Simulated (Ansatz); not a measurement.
Two G0W0 runs on ZnWO4 (P2/c).

It takes space group P2/c (No. 13, monoclinic). The conventional cell has a = 4.699 Å, b = 5.729 Å, c = 4.937 Å, α = 90.00°, β = 90.61°, γ = 90.00°. Zn has 6 O at 2.03 to 2.23 Å nearest. W has 6 O at 1.80 to 2.14 Å nearest. O has 2 W at 1.92 to 2.14 Å and 1 Zn at 2.03 Å nearest. O has 1 W at 1.80 Å and 2 Zn at 2.09 to 2.23 Å nearest. Farther neighbours and most contacts between anions are not listed.

```
Zn W O
1.0
     4.69860    0.00000    0.00000
     0.00000    5.72930    0.00000
    -0.05299    0.00000    4.93642
Zn W O
2 2 8
Cartesian
  2.3361 3.9188 1.2341
  2.3096 1.8105 3.7023
  -0.0132 1.0461 1.2341
  -0.0397 4.6832 3.7023
  0.9695 0.6021 4.6220
  3.6496 0.6021 2.7827
  3.6761 5.1272 0.3144
  0.9960 5.1272 2.1538
  1.1840 2.1640 1.9726
  3.4881 2.1640 0.4956
  3.4616 3.5653 2.9638
  1.1575 3.5653 4.4408
```

The cell and positions come from the Crystallography Open Database and are kept as given unless a step says otherwise. Spin-orbit coupling is left out unless a run names it. PAW set soft_2, made with PBE.

The first (Ansatz 0.2.0; start LDA, 4×2×4 mesh, 100 empty bands, screening to 48 eV; 1 × NVIDIA H100 80GB HBM3 (shared by 6 runs) with 3 threads of AMD EPYC 7R13 (Zen 3), shared host) gave, on its mesh: starting gap 2.85 eV, G0W0 gap 4.69 eV, RPA ε∞ (mean) 5.34, 20 s.

The second gave: starting gap 2.85 eV, G0W0 gap 4.41 eV, RPA ε∞ (mean) 5.34, 22 s.

Q: What was changed in the input? Choose among start, files, mesh, bands and cutoff, frequency model or another key.

Changed: empty bands from 100 to 283 and screening cutoff (eV) from 48 to 96. The starting gap stayed, which rules out the functional and points to the GW step. Other changes could give like numbers; this is the one that was made.

Limits: not at the basis limit; d shell near the gap, gap tends to lie low; no spin-orbit coupling; coarse k mesh.

[Paths, hosts, dates, memory and timing lines, banners, echoed tables and standing remarks are left out of the program output.]

[Logs are printed without paths, hosts, clocks, repeated set-up lines and the standing remarks that a program may print on its own settings, such as how far it seeks lower states.]

[Runs of the session that timed out or met a known fault of the program may be left out.]

[Cells called generated may have been cut or substituted from an entry of the Crystallography Open Database or the Materials Project.]

[Hosts, paths, dates, database ids (printed as entryN), source tags and the programs' standing remarks are cut or masked in the printed files.]
